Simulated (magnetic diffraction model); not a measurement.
**Magnetic neutron pattern of Pr3Ru4**

Space group R-3 (no. 148), a = 13.6580 Å, c = 5.7940 Å.

```csv
site,atom,x,y,z
18f,Pr,0.5005,0.6212,0.8976
3a,Ru,0,0,0
18f,Ru,0.7229,0.7826,0.7204
3b,Ru,0,0,1/2
```

This is a made-up structure (elements placed in a structure type, unrelaxed), so the numbers test the method and describe no known phase.

Only Pr is taken to order (form factors of Pr3+); orders and moment sizes are assumed, and not adapted to the symmetry. Radiation: neutrons of λ = 2.36 Å, 8° to 50°; isotropic B of 0.52 Å² (Pr) and 0.55 Å² (Ru). The intensities are simulated: I ∝ L Σ (|F_N|² + |F_M⊥|²) for unpolarised neutrons, with F_M = 2.695 fm/μB × Σ f(s) S exp(2πi Q·r) exp(−B s²) at Q = H ± k (one set where k and −k are equivalent), only the part normal to Q counting and L = 1/(sin²θ cos θ). For collinear order S is the moment m, which repeats by lattice and centring translations R with the sign exp(−2πi k·R). Form factors are spin-only for 3d ions and dipole or tabulated for f ions, scattering lengths are Sears's of 1992, and absorption is left out. A label names one of the reflections at its angle. The strongest nuclear line in the range is 100, and lines under 0.2 are left out.

Assume the order k = (0 0 0), collinear moments along [001], 2.2 μB on Pr; signs + at (0.5005, 0.6212, 0.8976), + at (0.1662, 0.7121, 0.4357), + at (0.7121, 0.5460, 0.5643), + at (0.7874, 0.8328, 0.2309), − at (0.8793, 0.5005, 0.1024), − at (0.9545, 0.7874, 0.7691).

Q: Where does magnetic intensity appear, and how strong is it?

```
2θ (°)    index  nuclear  magnetic
 19.90  (1 1 0)      0.0     121.2
 26.21  (1 0 1)      2.9      19.6
 33.13  (0 2 1)     18.3      18.0
 34.83  (3 0 0)     21.7      50.7
 38.95  (2 1 1)     27.8      40.9
 40.44  (2 2 0)     10.4      46.5
 48.83  (1 3 1)    100.0      29.6
 49.59  (0 1 2)     15.5       0.9
```

The strongest magnetic line in the range is (1 1 0) at 19.90° (121.2). On top of the Lorentz factor, which all lines share, magnetic lines fade with angle because f falls: for Pr3+ it is 0.97, 0.88, 0.76 and 0.50 at sin θ/λ = 0.1, 0.2, 0.3 and 0.5 Å⁻¹, while nuclear lengths stay constant. The net moment is 4.40 μB a primitive cell.

[Logs are printed without paths, hosts, clocks, repeated set-up lines and the standing remarks that a program may print on its own settings, such as how far it seeks lower states.]
